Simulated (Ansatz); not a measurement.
# BN (P6_3/mmc): phonons and vibrational spectra, part 2 of 2

Wanted: phonon frequencies of BN (P6_3/mmc) and what follows from them.

Ansatz 0.2.0; DFT LDA, scalar-relativistic, plane waves, PAW; PAW set soft_1.

So far, highest frequency on the path or at a solved wavevector (cm⁻¹): step 5 (phonons on a q mesh) 1617.

The database entry behind the starting cell differs from later determinations by our own check (about 0.3 % short, minor phase), so it need not match the best structure at ambient conditions.

## 6. Isotope substitution, element B, natural mass 10.81 amu (continued)

The same force constants with the mass of B changed from 10.810 to 10.013 u (phonopy, no LO-TO term). Both lists are sorted by frequency; levels can cross, so a row need not hold one and the same mode. Modes under 3 cm⁻¹ are left out. Isotope shifts, by row, the first 40 of 45 rows:

| q | rank | natural mass (cm⁻¹) | changed mass (cm⁻¹) |
| --- | --- | --- | --- |
| 0 0 0 | 4 | 49.97 | 50.8 |
| 0 0 0 | 5 | 49.97 | 50.8 |
| 0 0 0 | 6 | 112.9 | 114.8 |
| 0 0 0 | 7 | 752.2 | 768.9 |
| 0 0 0 | 8 | 811.3 | 829.2 |
| 0 0 0 | 9 | 1386 | 1416 |
| 0 0 0 | 10 | 1386 | 1416 |
| 0 0 0 | 11 | 1386 | 1417 |
| 0 0 0 | 12 | 1386 | 1417 |
| 0 0 -0.5 | 1 | 35.22 | 35.8 |
| 0 0 -0.5 | 2 | 35.22 | 35.8 |
| 0 0 -0.5 | 3 | 35.22 | 35.8 |
| 0 0 -0.5 | 4 | 35.22 | 35.8 |
| 0 0 -0.5 | 5 | 79.76 | 81.08 |
| 0 0 -0.5 | 6 | 79.76 | 81.08 |
| 0 0 -0.5 | 7 | 815.1 | 833.2 |
| 0 0 -0.5 | 8 | 815.1 | 833.2 |
| 0 0 -0.5 | 9 | 1386 | 1417 |
| 0 0 -0.5 | 10 | 1386 | 1417 |
| 0 0 -0.5 | 11 | 1386 | 1417 |
| 0 0 -0.5 | 12 | 1386 | 1417 |
| 0 0.1667 0 | 1 | 65.84 | 66.85 |
| 0 0.1667 0 | 2 | 118.6 | 120.4 |
| 0 0.1667 0 | 3 | 293 | 297.8 |
| 0 0.1667 0 | 4 | 297.4 | 302.3 |
| 0 0.1667 0 | 5 | 493.2 | 501.2 |
| 0 0.1667 0 | 6 | 495.8 | 503.7 |
| 0 0.1667 0 | 7 | 732.1 | 749.1 |
| 0 0.1667 0 | 8 | 786 | 804.1 |
| 0 0.1667 0 | 9 | 1357 | 1387 |
| 0 0.1667 0 | 10 | 1358 | 1388 |
| 0 0.1667 0 | 11 | 1478 | 1511 |
| 0 0.1667 0 | 12 | 1584 | 1620 |
| 0 0.1667 -0.5 | 1 | 96.36 | 97.86 |
| 0 0.1667 -0.5 | 2 | 96.36 | 97.86 |
| 0 0.1667 -0.5 | 3 | 295.2 | 300.1 |
| 0 0.1667 -0.5 | 4 | 295.2 | 300.1 |
| 0 0.1667 -0.5 | 5 | 494 | 502 |
| 0 0.1667 -0.5 | 6 | 494 | 502 |
| 0 0.1667 -0.5 | 7 | 766.7 | 784.4 |

A mode of this element alone would shift by +3.90 %. The highest zone-centre frequency without the field goes from 1385.8 to 1416.6 cm⁻¹ (+2.2 %). The product of the frequency ratios over all optical modes at Γ is 1.198; the product rule, (m/m′)^(3k/2) (M′/M)^(3/2) with k = 2 such atoms and M the mass of the cell, gives 1.198.

## 7. Isotope substitution, element N, natural mass 14.007 amu

The same for N, from 14.01 to 15.00 u.

The same force constants with the mass of N changed from 14.007 to 15.000 u (phonopy, no LO-TO term). Both lists are sorted by frequency; levels can cross, so a row need not hold one and the same mode. Modes under 3 cm⁻¹ are left out. Isotope shifts, by row, the first 40 of 45 rows:

| q | rank | natural mass (cm⁻¹) | changed mass (cm⁻¹) |
| --- | --- | --- | --- |
| 0 0 0 | 4 | 49.97 | 49 |
| 0 0 0 | 5 | 49.97 | 49 |
| 0 0 0 | 6 | 112.9 | 110.8 |
| 0 0 0 | 7 | 752.2 | 741.3 |
| 0 0 0 | 8 | 811.3 | 799.5 |
| 0 0 0 | 9 | 1386 | 1366 |
| 0 0 0 | 10 | 1386 | 1366 |
| 0 0 0 | 11 | 1386 | 1366 |
| 0 0 0 | 12 | 1386 | 1366 |
| 0 0 -0.5 | 1 | 35.22 | 34.53 |
| 0 0 -0.5 | 2 | 35.22 | 34.53 |
| 0 0 -0.5 | 3 | 35.22 | 34.53 |
| 0 0 -0.5 | 4 | 35.22 | 34.53 |
| 0 0 -0.5 | 5 | 79.76 | 78.22 |
| 0 0 -0.5 | 6 | 79.76 | 78.22 |
| 0 0 -0.5 | 7 | 815.1 | 803.3 |
| 0 0 -0.5 | 8 | 815.1 | 803.3 |
| 0 0 -0.5 | 9 | 1386 | 1366 |
| 0 0 -0.5 | 10 | 1386 | 1366 |
| 0 0 -0.5 | 11 | 1386 | 1366 |
| 0 0 -0.5 | 12 | 1386 | 1366 |
| 0 0.1667 0 | 1 | 65.84 | 64.5 |
| 0 0.1667 0 | 2 | 118.6 | 116.2 |
| 0 0.1667 0 | 3 | 293 | 287.3 |
| 0 0.1667 0 | 4 | 297.4 | 291.7 |
| 0 0.1667 0 | 5 | 493.2 | 483.5 |
| 0 0.1667 0 | 6 | 495.8 | 486 |
| 0 0.1667 0 | 7 | 732.1 | 722.1 |
| 0 0.1667 0 | 8 | 786 | 775.1 |
| 0 0.1667 0 | 9 | 1357 | 1337 |
| 0 0.1667 0 | 10 | 1358 | 1338 |
| 0 0.1667 0 | 11 | 1478 | 1457 |
| 0 0.1667 0 | 12 | 1584 | 1561 |
| 0 0.1667 -0.5 | 1 | 96.36 | 94.41 |
| 0 0.1667 -0.5 | 2 | 96.36 | 94.41 |
| 0 0.1667 -0.5 | 3 | 295.2 | 289.5 |
| 0 0.1667 -0.5 | 4 | 295.2 | 289.5 |
| 0 0.1667 -0.5 | 5 | 494 | 484.3 |
| 0 0.1667 -0.5 | 6 | 494 | 484.3 |
| 0 0.1667 -0.5 | 7 | 766.7 | 756.1 |

A mode of this element alone would shift by -3.37 %. The highest zone-centre frequency without the field goes from 1385.8 to 1365.7 cm⁻¹ (-1.5 %). The product of the frequency ratios over all optical modes at Γ is 0.864; the product rule, (m/m′)^(3k/2) (M′/M)^(3/2) with k = 2 such atoms and M the mass of the cell, gives 0.864.

## 8. What came out

* space group after relaxation (within 0.01 Å): P6_3/mmc
* volume per atom: 8.70 Å³
* gap on the k-mesh: 4.06 eV
* highest optical mode at the zone centre (no LO-TO term): 1386 cm⁻¹
* top of the zone-centre spectrum with the field: 1617 cm⁻¹
* lowest optical zone-centre mode: 50.0 cm⁻¹
* mean high-frequency dielectric constant: 4.21
* mean static dielectric constant: 5.57
* largest Born charge (third of the trace): 2.07 e
* lowest mode on the q mesh (acoustic modes at Γ apart): 35.2 cm⁻¹
* highest frequency on the path or at a solved wavevector: 1617 cm⁻¹
* zero-point energy per atom: 156 meV
* heat capacity at 300 K: 9.88 J/(mol atoms K)
* vibrational entropy at 300 K: 7.48 J/(mol atoms K)
* Debye temperature (second moment): 1756 K
* imaginary modes on the 6×6×2 q mesh: none

The structure is a minimum as far as tested: no mode is imaginary at the 14 irreducible wavevectors of the 6×6×2 mesh, and the softest away from the acoustic zeros lies at 35 cm⁻¹. Without the field, the optical modes at Γ span 50 to 1386 cm⁻¹. With the macroscopic field of the longitudinal modes the top of the zone-centre spectrum lies at 1617 cm⁻¹, against 1386 cm⁻¹ without it. Lattice motion raises the mean dielectric constant from 4.212 to 5.567. The strongest infrared line is at 1386 cm⁻¹. Averaged over orientations, the strongest Raman line at 532 nm and 300 K is at 1386 cm⁻¹. The program warns that the interpolation holds no quadrupole term, so branches close to Γ can be off in this crystal. The PAW files were made for PBE and serve the other functionals too. These are harmonic frequencies at zero temperature: anharmonic shifts, linewidths and thermal expansion are left out.

Comparison with the measured values:

| quantity | measured | LDA, PAW; PAW set soft_1 |
| --- | --- | --- |
| lattice constant a (Å) | 2.5069 | 2.488 (-0.7 %) |
| lattice constant c (Å) | 6.6706 | 6.492 (-2.7 %) |
| Raman mode, E2g low-frequency … (cm⁻¹) | 52.5 | 50 (-4.8 %) |
| Raman mode, E2g high-frequency in-plane … (cm⁻¹) | 1366 | 1386 (+1.4 %) |

Measured values from arxiv:2307.07533 (2023) and arxiv:1705.01298 (2017).

Verdict: The lattice constant a is off by -0.7 %: fair agreement. The lattice constant c is off by -2.7 %: a clear miss. The Raman mode is off by -4.8 %: fair agreement. The Raman mode is off by +1.4 %: good agreement. The grades are ours: good and fair within 0.7 and 1.5 % for the lattice constant a, 0.8 and 2 % for the lattice constant c and 3 and 7 % for the Raman mode. For lattice constants and Raman mode the calculation has a static lattice, without zero-point motion or thermal expansion (measured at up to 300 K).

[Hosts, paths, dates, database ids (printed as entryN), source tags and the programs' standing remarks are cut or masked in the printed files.]
